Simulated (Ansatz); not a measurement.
# Zr chain started as a strip of triangles: period, moment and channels by functional, part 2 of 2

Aim: how far do the period, the moment and the conductance of the Zr chain started as a strip of triangles depend on the functional, the datasets and spin-orbit coupling, and at what cost?

Ansatz 0.2.0; DFT PBE, plane waves, PAW; relaxation of a chain's period (the session's first sound run).

So far, conductance of the lead as this run defines it (G₀): step 3 (the wire at its relaxed period, level PBE, cutoff 420 eV) 4.00; step 5 (the wire at its relaxed period, level LDA, cutoff 420 eV) 3.99; step 7 (bands of the perfect wire, level r2SCAN, cutoff 500 eV) 3.50.

**8. Relaxation of atoms and period**

This step: DFT RPBE, plane waves, PAW; relaxation of a chain's period (Ansatz 0.2.0).

The relaxation is repeated under another functional. RPBE strengthens the exchange enhancement and tends to longer, weaker bonds than PBE.

Input file input.yaml:

```yaml
crystal:
  lattice:
    - [9.0, 0.0, 0.0]
    - [0.0, 7.5, 0.0]
    - [0.0, 0.0, 3.42475]
  atoms:
    - { symbol: Zr, position: [0.337444444, 0.5, 0.0], spin: 1.0 }
    - { symbol: Zr, position: [0.662555556, 0.5, 0.5], spin: 1.0 }
magnetization:
  spin_polarized: true
kpoints:
  mp_grid: { grid: [1, 1, 24] }
scf:
  occupations: { method: fermi_dirac, width: 0.05 }
hamiltonian:
  xc: rpbe
relax:
  cell: { fix: [a, b, alpha, beta, gamma] }
  max_steps: 60
```

Launch:

```console
$ ansatz run input.yaml --threads 4 --pin off --max-ram 8192MiB --backend cpu --events-out ev --progress --plain --runs-dir out
```

Wall time 26 s (4 threads of Arm Neoverse V1, shared host); peak memory 0.57 GiB.

The steps of the relaxation:

| step | energy less that of the first step (eV) | largest force component (eV/Å) | pressure (GPa) | volume (Å³) |
| --- | --- | --- | --- | --- |
| 1 | 0.0000 | 1.5168 | -2.72 | 231.17 |
| 2 | -1.1665 | 1.9867 | -2.66 | 220.58 |
| 3 | -1.5977 | 1.1909 | -0.28 | 215.52 |
| 4 | -1.8334 | 0.3484 | -0.76 | 204.28 |
| 5 | -1.8879 | 0.0386 | 0.11 | 192.98 |
| 6 | -1.8890 | 0.0157 | 0.03 | 194.43 |
| 7 | -1.8890 | 0.0048 | 0.05 | 194.38 |
| 8* | -1.8885 | 0.0051 | 0.05 | 194.38 |

Relaxation steps marked * repeat the geometry before them on a plane-wave basis chosen anew for their cell, so energy and pressure can jump there.

Forces are held to the 8 operations that the run works with; a distortion that breaks them can't arise in this run.

| cell as run | before | after | change |
| --- | --- | --- | --- |
| c (Å) | 3.425 | 2.880 | -15.9 % |

The atoms that moved most (Å, along periodic axes as changes of fractional coordinates times the final cell, across vacuum about the mean position):

| atom | dx | dy | dz | length |
| --- | --- | --- | --- | --- |
| Zr1 | 0.313 | 0.000 | 0.000 | 0.313 |
| Zr2 | -0.313 | 0.000 | 0.000 | 0.313 |

The relaxed structure:

```cif
data_structure
_symmetry_space_group_name_H-M 'P 1'
_symmetry_Int_Tables_number 1
_cell_length_a 9.0000
_cell_length_b 7.5000
_cell_length_c 2.8796
_cell_angle_alpha 90.000
_cell_angle_beta 90.000
_cell_angle_gamma 90.000
_cell_volume 194.38
loop_
_atom_site_label
_atom_site_type_symbol
_atom_site_fract_x
_atom_site_fract_y
_atom_site_fract_z
_atom_site_occupancy
Zr1 Zr 0.37222 0.50000 0.00000 1
Zr2 Zr 0.62778 0.50000 0.50000 1
```

The cell's length comes to 2.880 Å, +1.5 % against the first run, with no moment. That is -16 % against the start, more than a small adjustment.

**9. The perfect wire, level RPBE, cutoff 420 eV**

This step: DFT RPBE, plane waves, PAW; channels and complex bands of a perfect chain (Ansatz 0.2.0).

The channels are counted again under RPBE, at the period that it gave.

Input file input.yaml:

```yaml
crystal:
  lattice:
    - [9.0, 0.0, 0.0]
    - [0.0, 7.5, 0.0]
    - [0.0, 0.0, 2.8796375263]
  atoms:
    - { symbol: Zr, position: [0.372221185, 0.5, 0.0] }
    - { symbol: Zr, position: [0.627778815, 0.5, 0.5] }
kpoints:
  mp_grid: { grid: [1, 1, 28] }
  band_path: { path: ["Γ", Z], npoints: 60 }
scf:
  occupations: { method: fermi_dirac, width: 0.05 }
hamiltonian:
  xc: rpbe
output:
  transmission:
    e_range: [-2, 2]
    de: 0.035
    kmesh: [1, 1]
    reduced_basis: true
    leads: [[0, 0]]
  dos: { projected: true, e_range: [-6, 4] }
```

Elapsed: 28 s, on 4 threads; peak memory 0.74 GiB.

Open channels of the lead, one spin against energy, zero at the Fermi level:

| energy (eV) | open channels of the lead, one spin |
| --- | --- |
| -2.000 | 2 |
| -1.790 | 2 |
| -1.615 | 2 |
| -1.405 | 4 |
| -1.195 | 4 |
| -0.985 | 6 |
| -0.810 | 6 |
| -0.600 | 3 |
| -0.390 | 4 |
| -0.215 | 4 |
| -0.005 | 4 |
| 0.205 | 3 |
| 0.415 | 5 |
| 0.590 | 4 |
| 0.800 | 4 |
| 1.010 | 6 |
| 1.185 | 6 |
| 1.395 | 5 |
| 1.605 | 8 |
| 1.815 | 7 |

At the computed energy nearest the Fermi level there are 4 channels a spin, and the thermal average gives 4.00 G₀.

**10. Comparing the runs**

Times are for 4 threads of Arm Neoverse V1, shared host. The runs compared:

| no. | level | conductance of the lead as this run defines it (G₀) | absolute moment (μB) | time | memory (GiB) |
| --- | --- | --- | --- | --- | --- |
| 1 | PBE | 3.997 | 0 | 27 s | 0.72 |
| 2 | LDA | 3.993 | 0 | 36 s | 0.84 |
| 3 | r2SCAN | 3.499 | 0.8870 | 58 s | 1.1 |
| 4 | RPBE | 4.000 | 0 | 28 s | 0.74 |

**11. Relaxing the period, cutoff 897.976 eV**

This step: DFT PBE, plane waves, norm-conserving; relaxation of a chain's period (Ansatz 0.2.0).

The same functional on other atomic datasets tests how far the result hangs on the treatment of the cores. Against the first PBE run of this kind, the cutoff is 897.976 eV against 420.

Input file input.yaml:

```yaml
crystal:
  lattice:
    - [9.0, 0.0, 0.0]
    - [0.0, 7.5, 0.0]
    - [0.0, 0.0, 3.42475]
  atoms:
    - { symbol: Zr, position: [0.337444444, 0.5, 0.0], spin: 1.0 }
    - { symbol: Zr, position: [0.662555556, 0.5, 0.5], spin: 1.0 }
magnetization:
  spin_polarized: true
kpoints:
  mp_grid: { grid: [1, 1, 24] }
scf:
  occupations: { method: fermi_dirac, width: 0.05 }
hamiltonian:
  xc: pbe
  pseudopotentials: { kind: nc, accuracy: standard }
relax:
  cell: { fix: [a, b, alpha, beta, gamma] }
  max_steps: 60
```

It took 76 s on 4 threads; peak memory 0.99 GiB; 4.9 min of CPU time.

The cell's length comes to 2.840 Å, +0.1 % against the first run, with no moment. That is -17 % against the start, more than a small adjustment.

**12. Relaxing the period**

This step: DFT PBE, plane waves, PAW; relaxation of a chain's period (Ansatz 0.2.0).

No moment formed, so a run without spin should agree; this checks it and saves time.

input.yaml, the sections that differ from step 11:

```yaml
crystal:
  lattice:
    - [9.0, 0.0, 0.0]
    - [0.0, 7.5, 0.0]
    - [0.0, 0.0, 3.42475]
  atoms:
    - { symbol: Zr, position: [0.337444444, 0.5, 0.0] }
    - { symbol: Zr, position: [0.662555556, 0.5, 0.5] }
hamiltonian:
  xc: pbe
# kpoints, scf, relax: as in step 11
# magnetization: removed
```

Elapsed: 6.7 s, on 4 threads; peak memory 0.5 GiB; 24 s of CPU time.

The cell's length comes to 2.837 Å, +0.0 % against the first run, with spin left out. That is -17 % against the start, more than a small adjustment.

**13. Side by side**

Times are for 4 threads of Arm Neoverse V1, shared host. Results by setting:

| no. | level | cell length along the wire (Å) | absolute moment (μB) | time | memory (GiB) |
| --- | --- | --- | --- | --- | --- |
| 1 | PBE | 2.836 | 0 | 30 s | 0.57 |
| 2 | LDA | 2.755 | 0 | 18 s | 0.52 |
| 3 | r2SCAN | 2.796 | 0.8903 | 2.8 min | 1.0 |
| 4 | RPBE | 2.880 | 0 | 26 s | 0.57 |
| 5 | PBE, NC files | 2.840 | 0 | 76 s | 0.99 |
| 6 | PBE, no spin | 2.837 | 0 | 6.7 s | 0.5 |

**14. With spin-orbit coupling**

This step: DFT PBE, plane waves, fully relativistic PAW; channels of a perfect chain with spin-orbit coupling (Ansatz 0.2.0).

Spin-orbit coupling mixes the spins and splits bands that cross or touch without it, so it can open or close channels. Fully relativistic datasets take the place of the scalar ones. The window is narrow, since spinor matrices are twice as large.

Input file input.yaml:

```yaml
crystal:
  lattice:
    - [9.0, 0.0, 0.0]
    - [0.0, 7.5, 0.0]
    - [0.0, 0.0, 2.8361523519]
  atoms:
    - { symbol: Zr, position: [0.372488816, 0.5, 0.0] }
    - { symbol: Zr, position: [0.627511184, 0.5, 0.5] }
kpoints:
  mp_grid: { grid: [1, 1, 29] }
  band_path: { path: ["Γ", Z], npoints: 60 }
scf:
  occupations: { method: fermi_dirac, width: 0.05 }
hamiltonian:
  xc: pbe
  pseudopotentials: { kind: paw_fr }
output:
  transmission:
    e_range: [-0.42, 0.42]
    de: 0.035
    kmesh: [1, 1]
    reduced_basis: false
    leads: [[0, 0]]
magnetization:
  noncollinear: true
  spin_orbit: true
```

It took 16 min on 4 threads; peak memory 5 GiB.

Numbers from this step:

| Item | Value |
| --- | --- |
| energy at zero smearing | -8364.5032 eV |
| conductance of the lead as this run defines it | 3.984 G₀ |
| channels at the energy nearest the Fermi level, both spins | 8 |

Open channels of the lead, both spins against energy, zero at the Fermi level:

| energy (eV) | open channels of the lead, both spins |
| --- | --- |
| -0.420 | 4 |
| -0.385 | 8 |
| -0.350 | 8 |
| -0.315 | 8 |
| -0.245 | 8 |
| -0.210 | 8 |
| -0.175 | 8 |
| -0.140 | 8 |
| -0.105 | 4 |
| -0.070 | 8 |
| -0.035 | 8 |
| 0.000 | 8 |
| 0.035 | 8 |
| 0.070 | 8 |
| 0.105 | 8 |
| 0.140 | 8 |
| 0.175 | 6 |
| 0.210 | 6 |
| 0.245 | 6 |
| 0.315 | 10 |
| 0.350 | 10 |
| 0.385 | 6 |
| 0.420 | 6 |

The slowest values at each energy, most degenerate partners merged, listed up to 1.5 1/Å. Im kz of the slowest decaying states against energy, zero at the Fermi level:

| energy (eV) | decay 1 (Å⁻¹) | decay 2 (Å⁻¹) | decay 3 (Å⁻¹) | decay 4 (Å⁻¹) |
| --- | --- | --- | --- | --- |
| -0.420 | 0.0231 | 0.0714 | 0.184 | 0.450 |
| -0.385 | 0.0762 | 0.201 | 0.439 | 0.562 |
| -0.350 | 0.0800 | 0.216 | 0.429 | 0.552 |
| -0.315 | 0.0829 | 0.228 | 0.418 | 0.541 |
| -0.280 | 0.0851 | 0.239 | 0.407 | 0.530 |
| -0.245 | 0.0866 | 0.248 | 0.396 | 0.518 |
| -0.210 | 0.0873 | 0.256 | 0.384 | 0.506 |
| -0.175 | 0.0875 | 0.263 | 0.373 | 0.494 |
| -0.140 | 0.0871 | 0.269 | 0.361 | 0.480 |
| -0.105 | 0.00121 | 0.0860 | 0.274 | 0.349 |
| -0.070 | 0.0843 | 0.278 | 0.336 | 0.452 |
| -0.035 | 0.0819 | 0.282 | 0.323 | 0.436 |
| 0.000 | 0.0788 | 0.285 | 0.310 | 0.419 |
| 0.035 | 0.0748 | 0.288 | 0.296 | 0.401 |
| 0.070 | 0.0698 | 0.282 | 0.290 | 0.380 |
| 0.105 | 0.0636 | 0.268 | 0.292 | 0.355 |
| 0.140 | 0.0556 | 0.253 | 0.294 | 0.323 |
| 0.175 | 0.0449 | 0.145 | 0.237 | 0.270 |
| 0.210 | 0.0285 | 0.219 | 0.228 | 0.295 |
| 0.245 | 0.00126 | 0.201 | 0.240 | 0.295 |
| 0.280 | 0.181 | 0.248 | 0.295 | 0.783 |
| 0.315 | 0.159 | 0.254 | 0.295 | 0.776 |
| 0.350 | 0.133 | 0.259 | 0.294 | 0.768 |
| 0.385 | 0.00442 | 0.103 | 0.262 | 0.293 |
| 0.420 | 0.0222 | 0.0575 | 0.264 | 0.291 |

Electronic bands along the path, in eV, zero at the Fermi level:

| point | band 21 | band 22 | band 23 | band 24 | band 25 | band 26 | band 27 | band 28 |
| --- | --- | --- | --- | --- | --- | --- | --- | --- |
| Γ | -0.72 | -0.72 | -0.46 | -0.46 | 0.15 | 0.15 | 0.44 | 0.44 |
| halfway | -0.58 | -0.58 | 0.17 | 0.17 | 0.29 | 0.29 | 0.41 | 0.41 |
| Z | -1.04 | -1.04 | -1.04 | -1.04 | 2.04 | 2.04 | 2.04 | 2.04 |

At the computed energy nearest the Fermi level there are 8 spinor channels, and the thermal average gives 3.98 G₀.

**15. A repeat with changed settings: scf.algorithm = "density_mixing"**

This step: DFT PBE, plane waves, PAW; channels and complex bands of a perfect chain; changed: scf.algorithm = "density_mixing" (Ansatz 0.2.0).

The atoms of the run on the perfect lead (PBE) are kept and the input is varied, to see whether the result depends on it. The ELF is not written this time.

input.yaml, the sections that differ from step 14:

```yaml
scf:
  occupations: { method: fermi_dirac, width: 0.05 }
  algorithm: density_mixing
hamiltonian:
  xc: pbe
output:
  transmission:
    e_range: [-2, 2]
    de: 0.035
    kmesh: [1, 1]
    reduced_basis: true
    leads: [[0, 0]]
  dos: { projected: true, e_range: [-6, 4] }
  write_potential: true
  write_density: true
  volumetric_format: npy
# crystal, kpoints: as in step 14
# magnetization: removed
```

Elapsed: 29 s, on 4 threads; peak memory 0.72 GiB; 1.8 min of CPU time.

Numbers from this step:

```
energy at zero smearing                        : -8362.8020 eV
conductance of the lead as this run defines it : 3.997 G₀
```

The open channels of the lead, one spin by energy, zero at the Fermi level:

| energy (eV) | open channels of the lead, one spin |
| --- | --- |
| -2.000 | 2 |
| -1.895 | 2 |
| -1.790 | 2 |
| -1.685 | 2 |
| -1.615 | 2 |
| -1.510 | 2 |
| -1.405 | 4 |
| -1.300 | 4 |
| -1.195 | 4 |
| -1.090 | 4 |
| -0.985 | 6 |
| -0.915 | 6 |
| -0.810 | 6 |
| -0.705 | 5 |
| -0.600 | 5 |
| -0.495 | 1 |
| -0.390 | 2 |
| -0.285 | 4 |
| -0.215 | 4 |
| -0.110 | 4 |
| -0.005 | 4 |
| 0.100 | 4 |
| 0.205 | 3 |
| 0.310 | 5 |
| 0.415 | 3 |
| 0.485 | 4 |
| 0.590 | 4 |
| 0.695 | 4 |
| 0.800 | 4 |
| 0.905 | 4 |
| 1.010 | 6 |
| 1.115 | 6 |
| 1.185 | 6 |
| 1.290 | 8 |
| 1.395 | 5 |
| 1.500 | 8 |
| 1.605 | 8 |
| 1.710 | 8 |
| 1.815 | 7 |
| 1.885 | 7 |

It took 29 s against 27 s for the run it varies, and the conductance is 4.00 G₀ against 4.00 G₀.

The channels at the energy nearest the Fermi level, one spin and conductance of the lead as this run defines it stay within 0.2 % plus 0.001 of the run it varies.

**16. Summary of results**

| Property | Result |
| --- | --- |
| cell length, PBE | 2.836 Å |
| cell length, LDA | 2.755 Å |
| cell length, r2SCAN | 2.796 Å |
| cell length, RPBE | 2.880 Å |
| cell length, PBE, NC files | 2.840 Å |
| cell length, PBE, no spin | 2.837 Å |
| conductance, PBE | 4.00 G₀ |
| conductance, LDA | 3.99 G₀ |
| conductance, r2SCAN | 3.50 G₀ |
| absolute moment, r2SCAN | 0.887 μB |
| conductance, RPBE | 4.00 G₀ |
| conductance, with spin-orbit coupling | 3.98 G₀ |

What this shows: Under PBE the cell's length is 2.84 Å, no moment survives, and it is a metal with 4 channels a spin next to the Fermi level, 4.00 G₀ at 300 K (3.50 to 4.00 over the functionals). The cell's length spans 4.5 % over the functionals, shortest under LDA and longest under RPBE. A perfect wire passes every open channel, so the conductance counts half a G₀ for each forward-moving state at the Fermi level, spin by spin. The functionals disagree on magnetism: the relaxation keeps a moment under r2SCAN (0.89 μB) and loses it under PBE, LDA and RPBE. At the relaxed period it forms two rows 2.30 Å apart, with 2.70 Å between atoms of unlike rows and 2.84 Å along a row: a strip of triangles. Transport is coherent and elastic here: the atoms are frozen, so scattering by vibrations plays no part. No search over magnetic orders was made; another may lie lower.

[Logs are printed without paths, hosts, clocks, repeated set-up lines and the standing remarks that a program may print on its own settings, such as how far it seeks lower states.]

[Hosts, paths, dates, database ids (printed as entryN), source tags and the programs' standing remarks are cut or masked in the printed files.]
